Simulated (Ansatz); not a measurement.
# A frame of liquid (Cs,Li)Cl from 900 K (108 atoms): geometry optimisation, part 2 of 3

Aim: bring a frame of liquid (Cs,Li)Cl from 900 K (108 atoms) to a nearby minimum of the energy and see what moves.

Ansatz 0.2.0; Kohn-Sham DFT, PBE, PAW (set soft_2), plane waves.

The cell: 37 Cs, 17 Li and 54 Cl. The network of bonds at the start is that of the classical potential that made the cell. The ion parameters were fitted for water, not for melts. Sampling is at Γ alone, for a cell whose shortest periodic width is 16 Å. Spin–orbit coupling is left out.

So far. Step 2 (Single point at the start): Neighbours are counted within 3.98 Å (Cl-Cs), 3.12 Å (Cl-Li).

## (3) Relaxation

The atoms are relaxed in the fixed cell, aiming at the force tolerance of the input.

Input file input.yaml:

```yaml
crystal:
  lattice:
    - [16.22871, 0.0, 0.0]
    - [0.0, 16.22871, 0.0]
    - [0.0, 0.0, 16.22871]
  atoms:
    [... the 108 atom lines of step 2 ...]
kpoints:
  mp_grid: { grid: [1, 1, 1] }
hamiltonian:
  xc: pbe
scf:
  occupations: { method: gaussian, width: 0.025 }
output:
  forces: true
relax:
  f_tol: 0.03
  max_steps: 83
```

On the command line:

```console
$ ansatz run input.yaml --threads 4 --pin off --max-ram 8192MiB --backend cpu --events-out ev --progress --plain --runs-dir out
```

Numbers of over 12 decimals in the logs are rounded to 6 here.

What it wrote:

```text
[...]
Crystal: 108 atoms, lattice volume = 4274.172 Å³
Basis set: ecut = 420 eV, 83599 PW (Γ), exchange–correlation on 240×240×240 points (8 copies of the dense FFT grid, shifted against one another)
Bands: 489, of which v1, the nominal top of the filled ones, is band 381 counted from 1 (380 counted from 0)
Symmetry: 1 space group operations
[...]
k-points: 1
[...]
SCF iter   1: F=—  HF=-271782.031853 eV  |F-HF|=—  |Δ(HF+E_count)|=         —  Δρ=7.50e-4  dr2=1.04e-1  ethr=1.77e-3  ⟨swp⟩=8.0  Hψ=2282  notcnv=0  defer=47
[...]
SCF iter   6: F=-271781.936038 eV  HF=-271781.936038 eV  |F-HF|=5.28e-8  |Δ(HF+E_count)|=   6.36e-6  Δρ=4.89e-6  dr2=1.77e-6  ethr=2.87e-9  ⟨swp⟩=2.0  Hψ=1566  notcnv=0
SCF 1 converged in 6 iterations: F = -271781.936038 eV  dr2 = 1.77e-6
[...]
relax step   1: F+E_penalty+E_count = -271781.93603807 eV  Δ(F+E_penalty+E_count) = +0.000e0 eV  max|allowed force component| = 1.744e0 eV/Å  Δτ_max = 0.0000 Å  (6 SCF iters, dr2 threshold 2.25e-5 eV, accepted)
[...]
relax step   2: F+E_penalty+E_count = -271786.11623720 eV  Δ(F+E_penalty+E_count) = -4.180e0 eV  max|allowed force component| = 6.454e-1 eV/Å  Δτ_max = 0.1947 Å  (5 SCF iters, dr2 threshold 1.00e-4 eV, accepted)
[...]
relax step   3: F+E_penalty+E_count = -271789.21895589 eV  Δ(F+E_penalty+E_count) = -3.103e0 eV  max|allowed force component| = 4.294e-1 eV/Å  Δτ_max = 0.1947 Å  (6 SCF iters, dr2 threshold 2.60e-5 eV, accepted)
relax step   4: F+E_penalty+E_count = -271790.85229100 eV  Δ(F+E_penalty+E_count) = -1.633e0 eV  max|allowed force component| = 2.096e-1 eV/Å  Δτ_max = 0.1977 Å  (6 SCF iters, dr2 threshold 2.53e-5 eV, accepted)
relax step   5: F+E_penalty+E_count = -271791.68421549 eV  Δ(F+E_penalty+E_count) = -8.319e-1 eV  max|allowed force component| = 1.723e-1 eV/Å  Δτ_max = 0.1965 Å  (6 SCF iters, dr2 threshold 1.05e-5 eV, accepted)
relax step   6: F+E_penalty+E_count = -271792.24521285 eV  Δ(F+E_penalty+E_count) = -5.610e-1 eV  max|allowed force component| = 1.386e-1 eV/Å  Δτ_max = 0.1949 Å  (6 SCF iters, dr2 threshold 7.07e-6 eV, accepted)
relax step   7: F+E_penalty+E_count = -271792.61305623 eV  Δ(F+E_penalty+E_count) = -3.678e-1 eV  max|allowed force component| = 1.487e-1 eV/Å  Δτ_max = 0.1905 Å  (5 SCF iters, dr2 threshold 1.24e-5 eV, accepted)
relax step   8: F+E_penalty+E_count = -271792.92012858 eV  Δ(F+E_penalty+E_count) = -3.071e-1 eV  max|allowed force component| = 1.549e-1 eV/Å  Δτ_max = 0.1927 Å  (5 SCF iters, dr2 threshold 1.43e-5 eV, accepted)
relax step   9: F+E_penalty+E_count = -271793.12041468 eV  Δ(F+E_penalty+E_count) = -2.003e-1 eV  max|allowed force component| = 1.769e-1 eV/Å  Δτ_max = 0.1951 Å  (5 SCF iters, dr2 threshold 2.40e-5 eV, accepted)
relax step  10: F+E_penalty+E_count = -271793.28303519 eV  Δ(F+E_penalty+E_count) = -1.626e-1 eV  max|allowed force component| = 1.442e-1 eV/Å  Δτ_max = 0.1954 Å  (5 SCF iters, dr2 threshold 3.13e-5 eV, accepted)
relax step  11: F+E_penalty+E_count = -271793.41459897 eV  Δ(F+E_penalty+E_count) = -1.316e-1 eV  max|allowed force component| = 1.138e-1 eV/Å  Δτ_max = 0.1952 Å  (5 SCF iters, dr2 threshold 1.38e-5 eV, accepted)
relax step  12: F+E_penalty+E_count = -271793.65155885 eV  Δ(F+E_penalty+E_count) = -2.370e-1 eV  max|allowed force component| = 6.473e-2 eV/Å  Δτ_max = 0.2000 Å  (6 SCF iters, dr2 threshold 8.07e-6 eV, accepted)
relax step  13: F+E_penalty+E_count = -271793.79128096 eV  Δ(F+E_penalty+E_count) = -1.397e-1 eV  max|allowed force component| = 6.789e-2 eV/Å  Δτ_max = 0.1950 Å  (7 SCF iters, dr2 threshold 1.35e-6 eV, accepted)
relax step  14: F+E_penalty+E_count = -271793.85833444 eV  Δ(F+E_penalty+E_count) = -6.705e-2 eV  max|allowed force component| = 1.234e-1 eV/Å  Δτ_max = 0.1938 Å  (7 SCF iters, dr2 threshold 1.49e-6 eV, accepted)
relax step  15: F+E_penalty+E_count = -271793.93510394 eV  Δ(F+E_penalty+E_count) = -7.677e-2 eV  max|allowed force component| = 1.040e-1 eV/Å  Δτ_max = 0.1581 Å  (5 SCF iters, dr2 threshold 1.52e-5 eV, accepted)
relax step  16: F+E_penalty+E_count = -271793.99237445 eV  Δ(F+E_penalty+E_count) = -5.727e-2 eV  max|allowed force component| = 6.725e-2 eV/Å  Δτ_max = 0.1412 Å  (6 SCF iters, dr2 threshold 7.69e-6 eV, accepted)
relax step  17: F+E_penalty+E_count = -271794.04327478 eV  Δ(F+E_penalty+E_count) = -5.090e-2 eV  max|allowed force component| = 6.692e-2 eV/Å  Δτ_max = 0.1951 Å  (7 SCF iters, dr2 threshold 1.89e-6 eV, accepted)
relax step  18: F+E_penalty+E_count = -271794.09142400 eV  Δ(F+E_penalty+E_count) = -4.815e-2 eV  max|allowed force component| = 6.968e-2 eV/Å  Δτ_max = 0.1930 Å  (6 SCF iters, dr2 threshold 1.87e-6 eV, accepted)
relax step  19: F+E_penalty+E_count = -271794.14283946 eV  Δ(F+E_penalty+E_count) = -5.142e-2 eV  max|allowed force component| = 8.710e-2 eV/Å  Δτ_max = 0.1932 Å  (5 SCF iters, dr2 threshold 4.81e-6 eV, accepted)
relax step  20: F+E_penalty+E_count = -271794.19569602 eV  Δ(F+E_penalty+E_count) = -5.286e-2 eV  max|allowed force component| = 1.011e-1 eV/Å  Δτ_max = 0.1949 Å  (5 SCF iters, dr2 threshold 7.59e-6 eV, accepted)
relax step  21: F+E_penalty+E_count = -271794.24657459 eV  Δ(F+E_penalty+E_count) = -5.088e-2 eV  max|allowed force component| = 1.049e-1 eV/Å  Δτ_max = 0.1940 Å  (5 SCF iters, dr2 threshold 1.02e-5 eV, accepted)
relax step  22: F+E_penalty+E_count = -271794.29187680 eV  Δ(F+E_penalty+E_count) = -4.530e-2 eV  max|allowed force component| = 9.280e-2 eV/Å  Δτ_max = 0.1951 Å  (5 SCF iters, dr2 threshold 1.10e-5 eV, accepted)
relax step  23: F+E_penalty+E_count = -271794.32906358 eV  Δ(F+E_penalty+E_count) = -3.719e-2 eV  max|allowed force component| = 6.580e-2 eV/Å  Δτ_max = 0.1950 Å  (5 SCF iters, dr2 threshold 6.75e-6 eV, accepted)
relax step  24: F+E_penalty+E_count = -271794.36211131 eV  Δ(F+E_penalty+E_count) = -3.305e-2 eV  max|allowed force component| = 6.633e-2 eV/Å  Δτ_max = 0.1967 Å  (6 SCF iters, dr2 threshold 2.18e-6 eV, accepted)
[...]
relax step  27: F+E_penalty+E_count = -271794.43873103 eV  Δ(F+E_penalty+E_count) = -1.934e-2 eV  max|allowed force component| = 4.428e-2 eV/Å  Δτ_max = 0.1950 Å  (7 SCF iters, accepted)
[...]
relax step  29: F+E_penalty+E_count = -271794.45715189 eV  Δ(F+E_penalty+E_count) = -8.829e-3 eV  max|allowed force component| = 3.283e-2 eV/Å  Δτ_max = 0.0526 Å  (5 SCF iters, dr2 threshold 1.86e-6 eV, accepted)
relax step  30: F+E_penalty+E_count = -271794.47339327 eV  Δ(F+E_penalty+E_count) = -1.624e-2 eV  max|allowed force component| = 3.668e-2 eV/Å  Δτ_max = 0.1954 Å  (7 SCF iters, accepted)
relax step  31: F+E_penalty+E_count = -271794.47989296 eV  Δ(F+E_penalty+E_count) = -6.500e-3 eV  max|allowed force component| = 3.014e-2 eV/Å  Δτ_max = 0.0434 Å  (6 SCF iters, accepted)
relax step  32: F+E_penalty+E_count = -271794.49150047 eV  Δ(F+E_penalty+E_count) = -1.161e-2 eV  max|allowed force component| = 2.348e-2 eV/Å  Δτ_max = 0.1211 Å  (7 SCF iters, accepted)
relax step  33: F+E_penalty+E_count = -271794.50526235 eV  Δ(F+E_penalty+E_count) = -1.376e-2 eV  max|allowed force component| = 4.159e-2 eV/Å  Δτ_max = 0.1953 Å  (7 SCF iters, accepted)
relax step  34: F+E_penalty+E_count = -271794.52499835 eV  Δ(F+E_penalty+E_count) = -1.974e-2 eV  max|allowed force component| = 4.733e-2 eV/Å  Δτ_max = 0.1903 Å  (6 SCF iters, dr2 threshold 1.05e-6 eV, accepted)
relax step  35: F+E_penalty+E_count = -271794.55367423 eV  Δ(F+E_penalty+E_count) = -2.868e-2 eV  max|allowed force component| = 5.374e-2 eV/Å  Δτ_max = 0.1922 Å  (6 SCF iters, dr2 threshold 2.24e-6 eV, accepted)
relax step  36: F+E_penalty+E_count = -271794.58552814 eV  Δ(F+E_penalty+E_count) = -3.185e-2 eV  max|allowed force component| = 5.324e-2 eV/Å  Δτ_max = 0.1955 Å  (5 SCF iters, dr2 threshold 2.89e-6 eV, accepted)
relax step  37: F+E_penalty+E_count = -271794.61742507 eV  Δ(F+E_penalty+E_count) = -3.190e-2 eV  max|allowed force component| = 4.843e-2 eV/Å  Δτ_max = 0.1954 Å  (6 SCF iters, dr2 threshold 2.78e-6 eV, accepted)
relax step  38: F+E_penalty+E_count = -271794.64751153 eV  Δ(F+E_penalty+E_count) = -3.009e-2 eV  max|allowed force component| = 3.694e-2 eV/Å  Δτ_max = 0.1950 Å  (6 SCF iters, dr2 threshold 1.94e-6 eV, accepted)
relax step  39: F+E_penalty+E_count = -271794.66240146 eV  Δ(F+E_penalty+E_count) = -1.489e-2 eV  max|allowed force component| = 5.310e-2 eV/Å  Δτ_max = 0.1920 Å  (7 SCF iters, accepted)
relax step  40: F+E_penalty+E_count = -271794.67649464 eV  Δ(F+E_penalty+E_count) = -1.409e-2 eV  max|allowed force component| = 4.674e-2 eV/Å  Δτ_max = 0.0966 Å  (5 SCF iters, dr2 threshold 1.64e-6 eV, accepted)
relax step  41: F+E_penalty+E_count = -271794.68842530 eV  Δ(F+E_penalty+E_count) = -1.193e-2 eV  max|allowed force component| = 3.407e-2 eV/Å  Δτ_max = 0.1125 Å  (6 SCF iters, dr2 threshold 1.69e-6 eV, accepted)
relax step  42: F+E_penalty+E_count = -271794.69743292 eV  Δ(F+E_penalty+E_count) = -9.008e-3 eV  max|allowed force component| = 2.752e-2 eV/Å  Δτ_max = 0.0972 Å  (7 SCF iters, accepted)
relax step  43: F+E_penalty+E_count = -271794.70201412 eV  Δ(F+E_penalty+E_count) = -4.581e-3 eV  max|allowed force component| = 1.481e-2 eV/Å  Δτ_max = 0.0795 Å  (6 SCF iters, accepted)
[...]
relax step  44: F+E_penalty+E_count = -271794.70520067 eV  Δ(F+E_penalty+E_count) = -3.187e-3 eV  max|allowed force component| = 1.036e-2 eV/Å  Δτ_max = 0.0315 Å  (6 SCF iters, accepted)
SCF converged after 6 iterations
Free energy (F): -271794.705201 eV
[...]
Internal energy: -271794.705201 eV  (E = F + TS)
E sigma→0 (E₀):  -271794.705201 eV
Fermi energy:    2.823641 eV
[...]
--- Forces (eV/Å), atoms counted from 1 ---
  atom   1  Cs     0.00044136    -0.00026673     0.00380533
  atom   2  Cs     0.00003418    -0.00268495    -0.00087058
  atom   3  Cs    -0.00151292     0.00106876     0.00825852
  atom   4  Cs     0.00101952    -0.00325254    -0.00126966
  atom   5  Cs    -0.00420613     0.00023818     0.00090830
  atom   6  Cs     0.00123513     0.00530745     0.00417923
  atom   7  Cs    -0.00655558    -0.00265986     0.00015596
  atom   8  Cs     0.00201902    -0.00057689    -0.00459413
  atom   9  Cs     0.00460625     0.00184558    -0.00369227
  atom  10  Cs     0.00214784     0.00760113    -0.00279880
  atom  11  Cs     0.00069882     0.00228586    -0.00159601
  atom  12  Cs    -0.00517465    -0.00393581     0.00257909
  atom  13  Cs    -0.00567284     0.00157508     0.00052077
  atom  14  Cs    -0.00929080    -0.00383147    -0.00184183
[...]
atom 107  Cl    -0.00081071     0.00310649     0.00011384
  atom 108  Cl    -0.00276009    -0.00035686     0.00091555
  max |Σ_I F_I| component: 4.51e-5 eV/Å
--- Relaxed structure (44 steps of the walk, 44 accepted, 0 SCFs on fresh bases) ---
  F+E_penalty+E_count = -271794.70520067 eV   max|allowed force component| = 1.036e-2 eV/Å
  atoms:
    - { symbol: Cs, position: [0.341169, 0.012730, 0.894923] }
    - { symbol: Cs, position: [0.140401, 0.324257, 0.125099] }
    - { symbol: Cs, position: [0.756184, 0.257078, 0.621422] }
    - { symbol: Cs, position: [0.933807, 0.908006, 0.273674] }
[...]
- { symbol: Cl, position: [0.386156, 0.772722, 0.563022] }
```

Elapsed: 25 min, on 4 threads of Arm Neoverse V2, shared host; peak memory 5.4 GiB.

Step by step (22 of 44):

| step | energy less that of the first step (eV) | largest force component (eV/Å) |
| --- | --- | --- |
| 1 | 0.0000 | 1.7438 |
| 3 | -7.2829 | 0.4294 |
| 5 | -9.7482 | 0.1723 |
| 7 | -10.6770 | 0.1487 |
| 9 | -11.1844 | 0.1769 |
| 11 | -11.4786 | 0.1138 |
| 13 | -11.8552 | 0.0679 |
| 15 | -11.9991 | 0.1040 |
| 17 | -12.1072 | 0.0669 |
| 19 | -12.2068 | 0.0871 |
| 21 | -12.3105 | 0.1049 |
| 24 | -12.4261 | 0.0663 |
| 26 | -12.4834 | 0.0372 |
| 28 | -12.5123 | 0.0437 |
| 30 | -12.5374 | 0.0367 |
| 32 | -12.5555 | 0.0235 |
| 34 | -12.5890 | 0.0473 |
| 36 | -12.6495 | 0.0532 |
| 38 | -12.7115 | 0.0369 |
| 40 | -12.7405 | 0.0467 |
| 42 | -12.7614 | 0.0275 |
| 44 | -12.7692 | 0.0104 |

The atoms that moved most (Å):

| atom | dx | dy | dz | length |
| --- | --- | --- | --- | --- |
| Cs9 | 2.507 | 0.380 | -0.293 | 2.552 |
| Cl81 | 1.704 | 0.913 | -0.452 | 1.985 |
| Cl94 | 1.295 | -1.468 | 0.261 | 1.975 |
| Cs17 | -1.321 | 0.692 | -1.269 | 1.959 |
| Cl60 | -1.468 | -0.480 | -1.127 | 1.912 |
| Cs16 | 0.514 | -1.137 | 1.375 | 1.857 |
| Cs6 | 1.115 | 1.443 | -0.072 | 1.825 |
| Cs25 | -0.078 | -1.672 | -0.485 | 1.742 |

The relaxation changed the energy by -118 meV/atom, and atoms moved by 0.97 Å r.m.s., 2.6 Å at most.

## (4) Distances and neighbours after relaxation

Bonds before and after, by the cutoffs listed below:

| pair | bonds before | bonds after | mean before (Å) | mean after (Å) | spread before (Å) | spread after (Å) |
| --- | --- | --- | --- | --- | --- | --- |
| Cl-Cs | 192 | 215 | 3.396 | 3.551 | 0.281 | 0.176 |
| Cl-Li | 63 | 65 | 2.536 | 2.398 | 0.166 | 0.079 |

Density 2.7 g/cm³, 39.58 Å³ an atom.

Pair distribution functions g(r), in bins of 0.2 Å:

| r (Å) | total | Cl-Cl | Cl-Cs | Cl-Li | Cs-Cs | Cs-Li | Li-Li |
| --- | --- | --- | --- | --- | --- | --- | --- |
| 2.20 | 0.45 | 0.00 | 0.00 | 2.87 | 0.00 | 0.00 | 0.00 |
| 2.40 | 2.50 | 0.00 | 0.00 | 15.90 | 0.00 | 0.00 | 0.00 |
| 2.60 | 0.36 | 0.00 | 0.00 | 2.29 | 0.00 | 0.00 | 0.00 |
| 2.80 | 0.00 | 0.00 | 0.00 | 0.00 | 0.00 | 0.00 | 0.00 |
| 3.00 | 0.06 | 0.00 | 0.00 | 0.00 | 0.00 | 0.00 | 2.58 |
| 3.20 | 0.25 | 0.00 | 0.32 | 0.00 | 0.00 | 0.00 | 5.80 |
| 3.40 | 2.67 | 0.00 | 7.79 | 0.00 | 0.00 | 0.00 | 0.00 |
| 3.60 | 1.76 | 0.81 | 4.21 | 0.00 | 0.00 | 0.40 | 2.81 |
| 3.80 | 1.42 | 2.49 | 1.72 | 0.00 | 0.00 | 1.90 | 0.00 |
| 4.00 | 1.23 | 2.40 | 0.58 | 0.59 | 0.00 | 2.69 | 2.25 |
| 4.20 | 0.99 | 1.40 | 0.28 | 0.11 | 1.11 | 3.54 | 0.68 |
| 4.40 | 1.02 | 1.27 | 0.53 | 0.49 | 1.68 | 1.70 | 2.49 |
| 4.60 | 0.88 | 1.27 | 0.20 | 0.88 | 2.49 | 0.64 | 0.00 |
| 4.80 | 0.90 | 1.16 | 0.37 | 0.57 | 2.02 | 1.17 | 1.03 |
| 5.00 | 0.89 | 0.93 | 0.31 | 0.89 | 2.08 | 1.50 | 0.00 |
| 5.20 | 0.76 | 0.86 | 0.47 | 0.81 | 1.56 | 0.69 | 0.00 |
| 5.40 | 0.80 | 0.96 | 0.55 | 0.95 | 0.94 | 1.03 | 0.00 |
| 5.60 | 0.97 | 1.04 | 0.73 | 1.42 | 0.79 | 1.30 | 0.37 |
| 5.80 | 0.87 | 0.66 | 0.71 | 1.33 | 1.04 | 1.21 | 0.00 |
| 6.00 | 0.93 | 0.97 | 1.01 | 1.04 | 0.96 | 0.61 | 0.00 |
| 6.20 | 1.04 | 0.82 | 1.17 | 1.35 | 0.84 | 0.99 | 0.60 |
| 6.40 | 1.00 | 1.11 | 0.92 | 1.40 | 0.97 | 0.40 | 1.15 |
| 6.60 | 1.00 | 0.78 | 1.23 | 0.90 | 1.26 | 0.43 | 2.17 |
| 6.80 | 1.17 | 1.31 | 1.21 | 1.08 | 1.39 | 0.46 | 1.77 |
| 7.00 | 1.04 | 1.03 | 1.20 | 1.10 | 0.96 | 0.66 | 0.72 |
| 7.20 | 1.14 | 1.05 | 1.42 | 1.07 | 0.67 | 0.94 | 1.81 |
| 7.40 | 1.08 | 0.78 | 1.45 | 1.25 | 0.73 | 0.88 | 0.64 |
| 7.60 | 1.00 | 0.85 | 1.18 | 0.93 | 0.77 | 1.03 | 1.42 |

Bonds by pair of elements; cutoffs follow the first minimum of g(r), held within bounds set by covalent radii, and pairs that aren't listed don't count as bonded:

| pair A-B | cutoff (Å) | bonds | mean length (Å) | spread (Å) | shortest (Å) | B about A | A about B |
| --- | --- | --- | --- | --- | --- | --- | --- |
| Cl-Cs | 4.18 | 215 | 3.55 | 0.176 | 3.27 | 3.98 | 5.81 |
| Cl-Li | 2.98 | 65 | 2.40 | 0.079 | 2.26 | 1.20 | 3.82 |

How many atoms have how many bonded neighbours:

| element | mean | 3 | 4 | 5 | 6 | 7 |
| --- | --- | --- | --- | --- | --- | --- |
| Cl | 5.18 | 0 | 7 | 30 | 17 | 0 |
| Cs | 5.81 | 0 | 0 | 13 | 18 | 6 |
| Li | 3.82 | 3 | 14 | 0 | 0 | 0 |

Bond angles (no mean is given where the spread exceeds 20°):

| angle | count | mean (°) | spread (°) |
| --- | --- | --- | --- |
| Cl-Cs-Cl | 526 | - | - |
| Cs-Cl-Cs | 354 | - | - |
| Cs-Cl-Li | 216 | - | - |
| Cl-Li-Cl | 93 | 110 | 10.3 |
| Li-Cl-Li | 27 | - | - |

Bond length by coordination (bonds to H left out):

| element | coordination | atoms | mean bond length (Å) |
| --- | --- | --- | --- |
| Cl | 4 | 7 | 3.12 |
| Cl | 5 | 30 | 3.24 |
| Cl | 6 | 17 | 3.39 |
| Cs | 5 | 13 | 3.49 |
| Cs | 6 | 18 | 3.55 |
| Cs | 7 | 6 | 3.65 |
| Li | 3 | 3 | 2.29 |
| Li | 4 | 14 | 2.42 |

For some of the pairs, g(r) has its first main peak near 3.9 Å (Cl-Cl), 3.5 Å (Cl-Cs), 2.4 Å (Cl-Li), 4.6 Å (Cs-Cs), 4.1 Å (Cs-Li) and 3.2 Å (Li-Li). With the cutoffs above, 56 % of Cl atoms have 5, 49 % of Cs atoms have 6 and 82 % of Li atoms have 4 bonded neighbours.

(Part 2 of 3 ends here.)

[Logs are printed without paths, hosts, clocks, repeated set-up lines and the standing remarks that a program may print on its own settings, such as how far it seeks lower states.]

[Hosts, paths, dates, database ids (printed as entryN), source tags and the programs' standing remarks are cut or masked in the printed files.]
